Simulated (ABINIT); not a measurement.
## Quasiparticle gap of CdSe (F-43m) in ABINIT

Wanted: ground state, empty states, screening and self-energy for CdSe (F-43m).

Program: ABINIT 10.8.3. Level of theory: PBE and many-body steps on it, plane waves. Values are calculated unless marked as measured.

**The experiments to reproduce.**

- Gap 1.69 ± 0.02 eV: direct gap from (alpha E)^2 extrapolation; spectroscopic ellipsometry; 300 K; film (fully relaxed MBE film, 304 nm) on GaAs(100) (“Band gap bowing of binary alloys: Experimental results compared to theoretical tight-binding supercell calculations for CdZnSe”, 2010, arxiv:1007.2297).

**1. The system as given**

It takes space group F-43m (No. 216, cubic). Conventional cell: a = 6.141 Å, b = 6.141 Å, c = 6.141 Å, α = 90.00°, β = 90.00°, γ = 90.00°. Nearest to Cd lie 4 Se at 2.66 Å. Nearest to Se lie 4 Cd at 2.66 Å. Farther neighbours, and contacts between anions beyond the nearest, are not listed.

The cell and positions are those that the Materials Project relaxed with its own functionals (PBE, PBE+U or r2SCAN), kept fixed.

**2. Ground state**

This step: ABINIT 10.8.3; DFT, PBE, plane waves, norm-conserving pseudopotentials.

The ground-state density comes first.

Input file run.abi:

```
acell 3*1.0 Angstrom
rprim 
  -0.000000000000 3.070271198600 3.070271198600
  3.070271198600 -0.000000000000 3.070271198600
  3.070271198600 3.070271198600 0.000000000000
ntypat 2
znucl 48 34
natom 2
typat 1 2
xred 
  0.000000000000 0.000000000000 0.000000000000
  0.750000000000 0.750000000000 0.750000000000
pp_dirpath "pseudos"
pseudos "Cd.upf, Se.upf"
ecut 48
ngkpt 6 6 6
nshiftk 1
shiftk 0 0 0
kptopt 1
chksymbreak 0
nband 27
occopt 1
tolvrs 1e-10
nstep 60
prtwf 0
optforces 0
optstress 0
indata_prefix "in"
outdata_prefix "out"
tmpdata_prefix "tmp"
```

Run with:

```bash
$ OMP_NUM_THREADS=1 mpirun -n 4 abinit run.abi > log
```

The program printed:

```text
.Version 10.8.3 of ABINIT. v10.8.2 released Aug 2026.

 Symmetries : space group F-4 3 m (#216); Bravais cF (face-center cubic)
================================================================================
 Values of the parameters that define the memory need of the present run
     intxc =       0    ionmov =       0      iscf =       7    lmnmax =       6
     lnmax =       6     mgfft =      54  mpssoang =       3    mqgrid =    3001
     natom =       2  nloc_mem =       1    nspden =       1   nspinor =       1
    nsppol =       1      nsym =      24    n1xccc =    2501    ntypat =       2
    occopt =       1   xclevel =       2
-    mband =          27        mffmem =           1         mkmem =           4
       mpw =        6233          nfft =      157464          nkpt =          16
================================================================================
  Rough estimation (10% accuracy) of disk space for files :
================================================================================

--------------------------------------------------------------------------------
------------- Echo of variables that govern the present computation ------------
--------------------------------------------------------------------------------
 -outvars: echo values of preprocessed input variables --------
            acell      1.8897261259E+00  1.8897261259E+00  1.8897261259E+00 Bohr

      chksymbreak           0
             ecut      4.80000000E+01 Hartree
-          fftalg         312

              ixc     -101130
              kpt      0.00000000E+00  0.00000000E+00  0.00000000E+00
                       1.66666667E-01  0.00000000E+00  0.00000000E+00
                       3.33333333E-01  0.00000000E+00  0.00000000E+00
                       5.00000000E-01  0.00000000E+00  0.00000000E+00
                       1.66666667E-01  1.66666667E-01  0.00000000E+00
                       3.33333333E-01  1.66666667E-01  0.00000000E+00
                       5.00000000E-01  1.66666667E-01  0.00000000E+00
                      -3.33333333E-01  1.66666667E-01  0.00000000E+00
                      -1.66666667E-01  1.66666667E-01  0.00000000E+00
   [... 5 further rows ...]
                      -3.33333333E-01  3.33333333E-01  1.66666667E-01
                      -3.33333333E-01  5.00000000E-01  1.66666667E-01
         kptrlatt        6    0    0      0    6    0      0    0    6
          kptrlen      4.92313624E+01
P           mkmem           4
            natom           2
            nband          27
            ngfft          54      54      54
             nkpt          16
            nstep          60
             nsym          24
           ntypat           2
              occ      2.000000  2.000000  2.000000  2.000000  2.000000  2.000000
                       2.000000  2.000000  2.000000  2.000000  2.000000  2.000000
                       2.000000  2.000000  2.000000  2.000000  2.000000  2.000000
                       2.000000  2.000000  2.000000  2.000000  0.000000  0.000000
[...]
optforces           0
        optstress           0
            prtwf           0
            rprim     -0.0000000000E+00  3.0702711986E+00  3.0702711986E+00
[...]
spgroup         216

           tolvrs      1.00000000E-10

             xred      0.0000000000E+00  0.0000000000E+00  0.0000000000E+00
[...]
znucl       48.00000   34.00000

================================================================================

 chkinp: Checking input parameters for consistency.

================================================================================
== DATASET  1 ==================================================================
-   mpi_nproc: 4, omp_nthreads: 1 (-1 if OMP is not activated)

--- !DatasetInfo
iteration_state: {dtset: 1, }
dimensions: {natom: 2, nkpt: 16, mband: 27, nsppol: 1, nspinor: 1, nspden: 1, mpw: 6233, }
cutoff_energies: {ecut:  48.0, pawecutdg:  -1.0, }
electrons: {nelect:   4.40000000E+01, charge:   0.00000000E+00, occopt:   1.00000000E+00, tsmear:   1.00000000E-02, }

 Real(R)+Recip(G) space primitive vectors, cartesian coordinates (Bohr,Bohr^-1):
 R(1)=  0.0000000  5.8019717  5.8019717  G(1)= -0.0861776  0.0861776  0.0861776
 R(2)=  5.8019717  0.0000000  5.8019717  G(2)=  0.0861776 -0.0861776  0.0861776
 R(3)=  5.8019717  5.8019717  0.0000000  G(3)=  0.0861776  0.0861776 -0.0861776
 Unit cell volume ucvol=  3.9062210E+02 bohr^3
 Angles (23,13,12)=  6.00000000E+01  6.00000000E+01  6.00000000E+01 degrees

 getcut: wavevector=  0.0000  0.0000  0.0000  ngfft=  54  54  54
         ecut(hartree)=     48.000   => boxcut(ratio)=   2.11089

--- Pseudopotential description ------------------------------------------------
- Cd Generated using ONCVPSP code by D. R. Hamann
- 48.00000  20.00000  171031                  znucl, zion, pspdat
12 -101130 2 -1 1368                          pspcod,pspxc,lmax,lloc,mmax
     nproj     2     2     2
  pspatm : epsatm=   19.67729986
         --- l  ekb(1:nproj) -->
[...]
pspatm: atomic psp has been read  and splines computed

- Se Generated using ONCVPSP code by D. R. Hamann
- 34.00000  24.00000  171031                  znucl, zion, pspdat
12 -101130 2 -1 1214                          pspcod,pspxc,lmax,lloc,mmax
     nproj     2     2     2
  pspatm : epsatm=   25.39064422
         --- l  ekb(1:nproj) -->
[...]
pspatm: atomic psp has been read  and splines computed

   1.98298954E+03                                ecore*ucvol(ha*bohr**3)
--------------------------------------------------------------------------------

_setup2: Arith. and geom. avg. npw (full set) are    6205.468    6205.452

================================================================================

--- !BeginCycle
iteration_state: {dtset: 1, }
solver: {iscf: 7, nstep: 60, nline: 4, wfoptalg: 0, }
tolerances: {tolvrs: 1.00E-10, }

     iter   Etot(hartree)      deltaE(h)  residm     vres2
 ETOT  1  -512.09799868822    -5.121E+02 1.832E+00 4.803E+02
 ETOT  2  -513.43726474098    -1.339E+00 2.032E-02 3.017E+02
 ETOT  3  -513.47097606435    -3.371E-02 9.883E-04 1.140E+01
 ETOT  4  -513.47142403770    -4.480E-04 1.576E-04 3.720E+00
 ETOT  5  -513.47170863122    -2.846E-04 5.436E-05 8.122E-02
 ETOT  6  -513.47171616764    -7.536E-06 3.715E-05 7.719E-03
 ETOT  7  -513.47171642557    -2.579E-07 1.358E-05 4.974E-03
 ETOT  8  -513.47171677574    -3.502E-07 9.369E-06 1.597E-04
 ETOT  9  -513.47171679327    -1.752E-08 3.360E-06 1.031E-05
 ETOT 10  -513.47171679418    -9.132E-10 2.356E-06 1.773E-08
 ETOT 11  -513.47171679417     8.413E-12 8.456E-07 1.776E-09
 ETOT 12  -513.47171679415     1.660E-11 5.984E-07 2.181E-10
 ETOT 13  -513.47171679417    -1.546E-11 2.135E-07 4.150E-12

 At SCF step   13       vres2   =  4.15E-12 < tolvrs=  1.00E-10 =>converged.

--- !ResultsGS
iteration_state: {dtset: 1, }
comment   : Summary of ground state results
lattice_vectors:
- [ -0.0000000,   5.8019717,   5.8019717, ]
- [  5.8019717,  -0.0000000,   5.8019717, ]
- [  5.8019717,   5.8019717,   0.0000000, ]
lattice_lengths: [   8.20523,    8.20523,    8.20523, ]
lattice_angles: [ 60.000,  60.000,  60.000, ] # degrees, (23, 13, 12)
lattice_volume:   3.9062210E+02
convergence: {deltae: -1.546E-11, res2:  4.150E-12, residm:  2.135E-07, diffor:  0.000E+00, }
etotal    :  -5.13471717E+02
entropy   :   0.00000000E+00
fermie    :   1.66673775E-01
cartesian_stress_tensor: null
pressure_GPa: null
xred      :
- [  0.0000E+00,   0.0000E+00,   0.0000E+00, Cd]
- [  7.5000E-01,   7.5000E-01,   7.5000E-01, Se]
cartesian_forces: null
force_length_stats: {min: null, max: null, mean: null, }

 Integrated electronic density in atomic spheres:
 ------------------------------------------------
 Atom  Sphere_radius  Integrated_density
    1        2.00000         17.17162923
    2        2.00000         21.23608805
================================================================================

 ----iterations are completed or convergence reached----

 Mean square residual over all n,k,spin=   49.635E-11; max=  21.347E-08
 reduced coordinates (array xred) for    2 atoms
       0.000000      0.000000      0.000000
       0.750000      0.750000      0.750000
 rms dE/dt=  0.0000E+00; max dE/dt=  0.0000E+00; dE/dt below (all hartree)
    1       0.000000      0.000000      0.000000
    2       0.000000      0.000000      0.000000

 cartesian coordinates (angstrom) at end:
    1      0.000000     0.000000     0.000000
    2      4.605407     4.605407     4.605407
 length scales=  1.889726  1.889726  1.889726 bohr
              =  1.000000  1.000000  1.000000 angstroms
 prteigrs : about to open file out_EIG
 Fermi (or HOMO) energy (hartree) =   0.16667   Average Vxc (hartree)=  -0.33769
 Eigenvalues (hartree) for nkpt=  16  k points:
 kpt#   1, nband= 27, wtk=  0.00463, kpt=  0.0000  0.0000  0.0000 (reduced coord)
  -7.44022   -5.21570   -5.21570   -5.21570   -3.56872   -2.13724   -2.13724   -2.13724
  -1.54673   -1.54673   -1.54673   -1.54661   -1.54661   -0.29035   -0.12155   -0.12155
  -0.12155   -0.10894   -0.10894    0.16667    0.16667    0.16667    0.18678    0.38514
   0.38514    0.38514    0.52216
 prteigrs : prtvol=0 or 1, do not print more k-points.

--- !EnergyTerms
iteration_state     : {dtset: 1, }
comment             : Components of total free energy in Hartree
kinetic             :  2.080492E+02
hartree             :  2.116262E+02
xc                  : -5.303012E+01
Ewald energy        : -2.259871E+02
psp_core            :  5.076491E+00
local_psp           : -5.828648E+02
non_local_psp       : -7.634160E+01
total_energy        : -5.134717E+02
total_energy_eV     : -1.397228E+04
band_energy         : -8.271426E+01

== END DATASET(S) ==============================================================
================================================================================

 -outvars: echo values of variables after computation  --------
           etotal     -5.1347171679E+02
            nband          27
             nkpt          16
          spgroup         216
 [... the other variables as echoed above ...]

 Calculation completed.
```

Run time: 49 s. Hardware: 4 MPI ranks of Intel Xeon 6975P-C (Granite Rapids), shared host; peak memory 0.45 GiB.

Read from the output:

```
total energy               : -13972.2772 eV
gap                        : 0.5472 eV
k of the valence top       : 0, 0, 0
k of the conduction bottom : 0, 0, 0
least direct gap           : 0.5472 eV
```

The gap is direct, at Γ.

(Continued in part 2 of 3.)

[Long decimals in the printed logs are rounded to 6 places.]

[Logs are printed without paths, hosts, clocks, repeated set-up lines and the standing remarks that a program may print on its own settings, such as how far it seeks lower states.]

[Paths, hosts, dates, memory and timing lines, banners, echoed tables and standing remarks are left out of the program output; an Ansatz launch command may be rebuilt from the run's recorded settings. Measured values are a selection of at most five: reports struck by readers or far from the other reports are left out. None is set beside runs whose start may be inverted or whose files or cutoffs have a known fault.]

[Runs of the session that timed out or met a known fault of the program may be left out.]

[Hosts, paths, dates, database ids (printed as entryN), source tags and the programs' standing remarks are cut or masked in the printed files.]

[G0W0 gaps are taken among the corrected bands and points alone; a level outside them can change the order at an edge.]

[Where Ansatz stands beside ABINIT at settings called matched, ABINIT's density can come from a denser mesh and the files from another edition; pairs whose starting gaps differed by over 0.03 eV were left out, so agreement reads better than it is.]
